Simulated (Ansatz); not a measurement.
# From PBEsol to G0W0: MoSeS (layered bulk) (P6_3mc)

Wanted: the gap of MoSeS (layered bulk) (P6_3mc) with a many-body correction, and the time that it takes.

Calculated with Ansatz 0.2.0; PBEsol, then G0W0 on it, plane waves, PAW.

The structure was built from a prototype and need not be the compound's stable phase.

### Step 1. Set-up

Symmetry: P6_3mc, No. 186, hexagonal system. The conventional cell has a = 3.252 Å, b = 3.252 Å, c = 12.780 Å, α = 90.00°, β = 90.00°, γ = 120.00°. Mo has 3 Se at 2.48 Å and 3 S at 2.48 Å nearest. Nearest to S lie 3 Mo at 2.48 Å. Nearest to Se lie 3 Mo at 2.48 Å. It derives from Mo1S1Se1. Farther neighbours and most contacts between anions are not listed.

The start is a generated structure, not a measured one.

The logs state that the PAW files were generated under PBE.

### Step 2. Relaxing the structure

The structure is relaxed first.

This step: DFT, PBEsol-D3(BJ), plane waves, PAW; PAW set soft_1.

Input file input.yaml:

```yaml
crystal:
  lattice:
    - [3.2525, 0.0, 0.0]
    - [-1.62625, 2.8167476258, 0.0]
    - [0.0, 0.0, 12.7800000008]
  atoms:
    - { symbol: Mo, position: [0.3333333333, 0.6666666667, 0.25] }
    - { symbol: S, position: [0.6666666667, 0.3333333333, 0.3767605634] }
    - { symbol: Se, position: [0.6666666667, 0.3333333333, 0.1232394366] }
    - { symbol: Mo, position: [0.6666666667, 0.3333333333, 0.75] }
    - { symbol: S, position: [0.3333333333, 0.6666666667, 0.8767605634] }
    - { symbol: Se, position: [0.3333333333, 0.6666666667, 0.6232394366] }
kpoints:
  mp_grid: { grid: [9, 9, 2] }
hamiltonian:
  xc: pbesol
  dispersion: d3bj
  pseudopotentials: { kind: paw, azcp: { folder: soft_1 }, xc_functional: pbe }
scf:
  occupations: { method: fermi_dirac, width: 0.02 }
relax:
  f_tol: 0.01
  max_steps: 100
  cell: {}
```

Command:

```console
> ansatz run input.yaml --threads 2 --pin off --max-ram 92160MiB --backend cuda --events-out ev --progress --plain --runs-dir out --devices 1 --max-vram 13GiB
```

Numbers of over 12 decimals in the logs are rounded to 6 here.

Log:

```text
GPUs: using 1 of 1 available (devices: 1).
Engine: ansatz 0.2.0, x86_64-unknown-linux-gnu
Pseudopotentials: kind: paw
Pseudopotential: Mo, paw, valence charge 14, recommended cutoff 420 eV (normal), soft_1/Mo.paw.azcp
Pseudopotential: S, paw, valence charge 6, recommended cutoff 420 eV (normal), soft_1/S.paw.azcp
Pseudopotential: Se, paw, valence charge 16, recommended cutoff 420 eV (normal), soft_1/Se.paw.azcp
Functional definition: PBEsol
  exchange = pbesol_x
  correlation = pbesol_c
device memory: the entry about to start is reckoned to put 1.7 GiB on a device that reports 45.0 GiB free (of which the cap on the GPU budget leaves the run 13.0 GiB)
GPU FFT provider: cuFFT
GPU libraries: cuBLAS 13.8.2, cuFFT 12.4.0, cuSOLVER 12.3.4
Crystal: 6 atoms, lattice volume = 117.084 Å³
Basis set: ecut = 420 eV, 2323 PW (Γ), exchange–correlation on 48×48×180 points (8 copies of the dense FFT grid, shifted against one another)
Bands: 44, of which v1, the nominal top of the filled ones, is band 36 counted from 1 (35 counted from 0)
Symmetry: 12 space group operations
Space group: P63mc (ITA 186), of the structure as read, at distance tolerance 4.9e-5 Å
k-points: 24 of 162
Non-local potential: Mo, projectors of the file, l = 0: 3, l = 1: 2, l = 2: 2, l = 3: 1
Non-local potential: S, projectors of the file, l = 0: 2, l = 1: 2, l = 2: 1
Non-local potential: Se, projectors of the file, l = 0: 2, l = 1: 2, l = 2: 3, l = 3: 1
PAW form: soft (Blöchl's): semilocal exchange-correlation on the pseudo side does not see the compensation charge
PAW frozen core: Mo, regenerated for the run's functional, and the local potential with it (the file was generated under x = pbe(κ = 0.804, μ = 0.219515), c = pbe(β = 0.066725))
PAW frozen core: S, regenerated for the run's functional, and the local potential with it (the file was generated under x = pbe(κ = 0.804, μ = 0.219515), c = pbe(β = 0.066725))
PAW frozen core: Se, regenerated for the run's functional, and the local potential with it (the file was generated under x = pbe(κ = 0.804, μ = 0.219515), c = pbe(β = 0.066725))
PAW one-centre angular grid: Mo, 590 points (default); XC on 64 Gauss nodes
PAW one-centre angular grid: S, 110 points (default); XC on 64 Gauss nodes
PAW one-centre angular grid: Se, 590 points (default); XC on 64 Gauss nodes
Initial density: superposition of atomic densities (chi_scale 0.1, normalization cell, long waves kept (reshape's long-wave potential 0.08 eV rms))
Initial wavefunctions: pseudopotential atomic-orbital guess
GPU buffer pool allocated for 51840 grid points (all kernels)
GPU transforms: local potential and band sums: pruned to the plane-wave sphere, on 24×24×90
Functional: x = pbesol(κ = 0.804, μ = 0.123457), c = pbesol(β = 0.046)
SCF iter   1: F=—  HF=-22421.830629 eV  |F-HF|=—  |Δ(HF+E_count)|=         —  Δρ=4.99e-2  dr2=4.75e0  ethr=3.10e-3  ⟨swp⟩=9.0  Hψ=4581  notcnv=0
preconditioner: auto → Resta (q_TF=auto, 2.516 Å⁻¹)  ε∞=7.5  [insulator: Δε(μ)=0.747 eV  Ē_g=8.102 eV  σ=0.020 eV  W_gap=1.00  n_scr=40 (ndim 8)  ℏωp=20.6 eV  f_vac=0.014  D(μ)=0.00/eV (n_scr^D=0)  ε∞_Penn≈7.5]
SCF iter   2: F=—  HF=-22420.758044 eV  |F-HF|=—  |Δ(HF+E_count)|=    1.07e0  Δρ=2.53e-2  dr2=1.73e0  ethr=3.10e-3  ⟨swp⟩=2.1  Hψ=1659  notcnv=0  defer=48
SCF iter   3: F=—  HF=-22420.383242 eV  |F-HF|=—  |Δ(HF+E_count)|=   3.75e-1  Δρ=1.53e-2  dr2=4.64e-1  ethr=2.40e-3  ⟨swp⟩=3.0  Hψ=1559  notcnv=0  defer=48
SCF iter   4: F=—  HF=-22420.304190 eV  |F-HF|=—  |Δ(HF+E_count)|=   7.91e-2  Δρ=3.48e-3  dr2=2.47e-2  ethr=6.44e-4  ⟨swp⟩=2.1  Hψ=1496  notcnv=0  defer=48
SCF iter   5: F=—  HF=-22420.302615 eV  |F-HF|=—  |Δ(HF+E_count)|=   1.57e-3  Δρ=1.29e-3  dr2=3.69e-3  ethr=3.43e-5  ⟨swp⟩=2.0  Hψ=1957  notcnv=0  defer=48
SCF iter   6: F=—  HF=-22420.302365 eV  |F-HF|=—  |Δ(HF+E_count)|=   2.50e-4  Δρ=5.69e-4  dr2=5.93e-4  ethr=5.12e-6  ⟨swp⟩=2.0  Hψ=1968  notcnv=0  defer=48
SCF iter   7: F=—  HF=-22420.302799 eV  |F-HF|=—  |Δ(HF+E_count)|=   4.34e-4  Δρ=1.20e-4  dr2=1.79e-5  ethr=8.24e-7  ⟨swp⟩=2.0  Hψ=1421  notcnv=0  defer=48
SCF iter   8: F=—  HF=-22420.302788 eV  |F-HF|=—  |Δ(HF+E_count)|=   1.15e-5  Δρ=4.06e-5  dr2=1.70e-6  ethr=2.48e-8  ⟨swp⟩=2.2  Hψ=1673  notcnv=0  defer=48
SCF iter   9: F=-22420.302792 eV  HF=-22420.302791 eV  |F-HF|=1.44e-7  |Δ(HF+E_count)|=   3.81e-6  Δρ=7.90e-6  dr2=7.89e-8  ethr=1.39e-10  ⟨swp⟩=4.0  Hψ=4649  notcnv=0
SCF 1 converged in 9 iterations: F = -22420.302792 eV  dr2 = 7.89e-8
  greatest PAW one-centre occupation: 1.000 electrons in one spin orbital (limit 2), on the Se atom at site 5 (counted from 0), in its partial waves of l = 2
relax step   1: F+E_penalty+E_count = -22420.30279164 eV  Δ(F+E_penalty+E_count) = +0.000e0 eV  max|allowed force component| = 2.372e0 eV/Å  Δτ_max = 0.0000 Å  P = -7.033 GPa  Ω = 117.084 Å³  (9 SCF iters, dr2 threshold 1.00e-7 eV, accepted)
[... from here on, the SCF cycles and remarks between the steps are left out ...]
relax step   2: F+E_penalty+E_count = -22420.64997196 eV  Δ(F+E_penalty+E_count) = -3.472e-1 eV  max|allowed force component| = 7.689e-1 eV/Å  Δτ_max = 0.1430 Å  P = +3.429 GPa  Ω = 101.773 Å³  energy of the carried Pulay correction = +2.447e-3 eV  (8 SCF iters, dr2 threshold 6.00e-7 eV, accepted)
relax step   3: F+E_penalty+E_count = -22420.77052844 eV  Δ(F+E_penalty+E_count) = -1.206e-1 eV  max|allowed force component| = 1.662e-1 eV/Å  Δτ_max = 0.0157 Å  P = -0.996 GPa  Ω = 104.541 Å³  energy of the carried Pulay correction = +1.980e-3 eV  (7 SCF iters, dr2 threshold 6.00e-7 eV, accepted)
relax step   4: F+E_penalty+E_count = -22420.77593270 eV  Δ(F+E_penalty+E_count) = -5.404e-3 eV  max|allowed force component| = 6.613e-2 eV/Å  Δτ_max = 0.0208 Å  P = -0.012 GPa  Ω = 104.777 Å³  energy of the carried Pulay correction = +1.940e-3 eV  (6 SCF iters, dr2 threshold 6.00e-7 eV, accepted)
relax step   5: F+E_penalty+E_count = -22420.77672232 eV  Δ(F+E_penalty+E_count) = -7.896e-4 eV  max|allowed force component| = 7.359e-3 eV/Å  Δτ_max = 0.0102 Å  P = +0.112 GPa  Ω = 104.166 Å³  energy of the carried Pulay correction = +2.042e-3 eV  (6 SCF iters, dr2 threshold 2.73e-7 eV, accepted)
relax step   6: F+E_penalty+E_count = -22420.77661274 eV  Δ(F+E_penalty+E_count) = +1.096e-4 eV  max|allowed force component| = 3.684e-2 eV/Å  Δτ_max = 0.0016 Å  P = -0.187 GPa  Ω = 104.420 Å³  energy of the carried Pulay correction = +2.000e-3 eV  (6 SCF iters, dr2 threshold 3.61e-8 eV, rejected (line search))
relax step   7: F+E_penalty+E_count = -22420.77675130 eV  Δ(F+E_penalty+E_count) = -2.898e-5 eV  max|allowed force component| = 4.692e-4 eV/Å  Δτ_max = 0.0016 Å  P = +0.000 GPa  Ω = 104.325 Å³  energy of the carried Pulay correction = +2.016e-3 eV  (7 SCF iters, accepted)
relax step   8: F+E_penalty+E_count = -22420.77481747 eV  Δ(F+E_penalty+E_count) = +1.934e-3 eV  max|allowed force component| = 4.786e-4 eV/Å  Δτ_max = 0.0000 Å  P = -0.000 GPa  Ω = 104.325 Å³  stress off target by 5.48e-3 GPa  SCF on the basis re-selected at this cell (its energy is not comparable with the rows above)  (6 SCF iters)
basis re-selected at this cell: Δ(F+E_penalty+E_count) = +1.934e-3 eV, ΔP = -0.000 GPa vs the last step (what re-selecting the basis moved, of the pressure what is left beyond the Pulay correction that the steps carried, after the strain that the cell walked since its last selection, with what the two solves' SCF thresholds leave and, on support functions, any second-order correction that the steps lacked; it is no measure of the basis error at this ecutwfc). The dense FFT grid was sized anew with the basis: this SCF ran on 24×24×81 points, the steps before it on 24×24×90, so part of this shift can come from that change (see relax.cell in the input reference). [rest of the remark cut]
SCF converged after 6 iterations
Free energy (F): -22420.774817 eV
Harris-Foulkes:  -22420.774817 eV  (|F-HF|=3.64e-12)
Internal energy: -22420.774817 eV  (E = F + TS)
E sigma→0 (E₀):  -22420.774817 eV
Fermi energy:    13.445731 eV
--- Per-component energies (eV) ---
  E_band       = -897.217590
  E_kinetic    = 1285.181833
  E_local      = -8274.223413  (includes V_loc(G=0)·N_el)
  E_nonlocal   = -335.549439
  E_hartree    = 3968.106739
  E_xc         = -699.654301
  E_vxc        = -789.691787  (∫ρ·V_xc dr)
  E_paw        = -11665.665085  (= ΣΔE_a)
  E_vpaw       = -719.147708  (= ΣTr[D̂ρ^β])
  E_aug_tail   = -0.000633  (compensation charges beyond the density's cutoff)
  E_ewald      = -6698.919998
  E_disp       = -2.609922  (pairwise vdW)
  E_core_change = 2.559402  (= ΣΔE_core)
  E_smearing   = -0.000000  (= −TS)
  E_closure    = 0.000000  (closes the sum)
  Σ components = -22420.774817   (vs F -22420.774817, Δ=0.00e0)
--- Forces (eV/Å), atoms counted from 1 ---
  atom   1  Mo    -0.00000000     0.00000000     0.00047833
  atom   2  S      0.00000000    -0.00000000    -0.00003065
  atom   3  Se    -0.00000000    -0.00000000    -0.00044849
  atom   4  Mo     0.00000000    -0.00000000     0.00047833
  atom   5  S      0.00000000     0.00000000    -0.00003065
  atom   6  Se    -0.00000000     0.00000000    -0.00044849
  max |Σ_I F_I| component: 1.62e-6 eV/Å
--- Stress (GPa, compression-positive) ---
        0.002432       0.000000      -0.000000
        0.000000       0.002432      -0.000000
       -0.000000      -0.000000      -0.005480
  P = ⅓ Tr σ = -0.0002 GPa (-0.002 kbar)
--- Band table (eV; the first three rows and the last of 24) ---
  k-point 0: bands = [... 32 lower, 11.3658, 11.4702, 12.5415, 13.1714, 15.3652, 15.3652, 15.3690, 15.3690, ... 4 higher]
  k-point 1: bands = [... 32 lower, 11.3226, 11.3226, 12.9902, 12.9902, 15.3596, 15.3596, 15.3596, 15.3596, ... 4 higher]
  k-point 2: bands = [... 32 lower, 11.2960, 11.5685, 12.5254, 12.7307, 15.1112, 15.1895, 15.2387, 15.2903, ... 4 higher]
  k-point 23: bands = [... 32 lower, 10.1639, 10.1639, 12.3643, 12.3643, 14.2500, 14.2500, 15.0788, 15.0788, ... 4 higher]
--- Relaxed structure (7 steps of the walk, 6 accepted, 1 SCFs on fresh bases) ---
  F+E_penalty+E_count = -22420.77481747 eV   max|allowed force component| = 4.786e-4 eV/Å   (the final SCF, on the basis selected at the relaxed cell)
  cell:  # Å, volume = 104.3249 Å³
    - [3.167118, 3.1597733832119843e-18, 0]
    - [-1.583559, 2.742805, 0]
    - [0, 0, 12.009614]
  atoms:
    - { symbol: Mo, position: [0.333333, 0.666667, 0.255002] }
    - { symbol: S, position: [0.666667, 0.333333, 0.382196] }
    - { symbol: Se, position: [0.666667, 0.333333, 0.112802] }
    - { symbol: Mo, position: [0.666667, 0.333333, 0.755002] }
    - { symbol: S, position: [0.333333, 0.666667, 0.882196] }
    - { symbol: Se, position: [0.333333, 0.666667, 0.612802] }
```

It took 17 s on 1 × NVIDIA H100 80GB HBM3 (shared by 6 runs) with 2 threads of AMD EPYC 7R13 (Zen 3), shared host; peak memory 1 GiB.

Relaxation path:

```csv
step,energy less that of the first step (eV),largest force component (eV/Å),pressure (GPa),volume (Å³)
1,0.0000,2.3719,-7.03,117.08
2,-0.3472,0.7689,3.43,101.77
3,-0.4677,0.1662,-1.00,104.54
4,-0.4731,0.0661,-0.01,104.78
5,-0.4739,0.0074,0.11,104.17
6,-0.4738,0.0368,-0.19,104.42
7,-0.4740,0.0005,0.00,104.32
8*,-0.4720,0.0005,0.00,104.32
```

Relaxation steps marked * repeat the geometry before them on a plane-wave basis chosen anew for their cell, so energy and pressure can jump there. Relaxation step 6 was tried and not accepted.

Forces are held to the 12 operations that the run works with; a distortion that breaks them can't arise in this run.

| conventional cell, symmetrised | before | after | change |
| --- | --- | --- | --- |
| a (Å) | 3.252 | 3.167 | -2.6 % |
| b (Å) | 3.252 | 3.167 | -2.6 % |
| c (Å) | 12.780 | 12.010 | -6.0 % |
| volume (Å³/atom) | 19.51 | 17.39 | -10.9 % |

The atoms that moved most (Å, as changes of fractional coordinates times the final cell):

```csv
atom,dx,dy,dz,length
Se6,0.000,0.000,-0.125,0.125
Se3,0.000,0.000,-0.125,0.125
S2,0.000,0.000,0.065,0.065
S5,0.000,0.000,0.065,0.065
Mo1,0.000,0.000,0.060,0.060
Mo4,0.000,0.000,0.060,0.060
```

Final coordinates:

```cif
data_structure
_symmetry_space_group_name_H-M 'P 1'
_symmetry_Int_Tables_number 1
_cell_length_a 3.1671
_cell_length_b 3.1671
_cell_length_c 12.0096
_cell_angle_alpha 90.000
_cell_angle_beta 90.000
_cell_angle_gamma 120.000
_cell_volume 104.32
loop_
_atom_site_label
_atom_site_type_symbol
_atom_site_fract_x
_atom_site_fract_y
_atom_site_fract_z
_atom_site_occupancy
Mo1 Mo 0.33333 0.66667 0.25500 1
S2 S 0.66667 0.33333 0.38220 1
Se3 Se 0.66667 0.33333 0.11280 1
Mo4 Mo 0.66667 0.33333 0.75500 1
S5 S 0.33333 0.66667 0.88220 1
Se6 Se 0.33333 0.66667 0.61280 1
```

The program's warnings for this run: band table not solved further.

(Continued in part 2 of 3.)

[Paths, hosts, dates, memory and timing lines, banners, echoed tables and standing remarks are left out of the program output.]

[Logs are printed without paths, hosts, clocks, repeated set-up lines and the standing remarks that a program may print on its own settings, such as how far it seeks lower states.]

[Runs of the session that timed out or met a known fault of the program may be left out.]

[Cells called generated may have been cut or substituted from an entry of the Crystallography Open Database or the Materials Project.]

[Hosts, paths, dates, database ids (printed as entryN), source tags and the programs' standing remarks are cut or masked in the printed files.]

[Where an RPA ε∞ is given, it is that of the G0W0 mesh and is not shown converged in it. Names of k-points follow the symmetry that the program found, which can be lower than the space group named. Band edges on a path are those of the sampled points; other points can move an edge, and change direct to indirect where valleys lie close.]

[Hybrid gaps are those of their k-mesh and are not shown converged in it.]
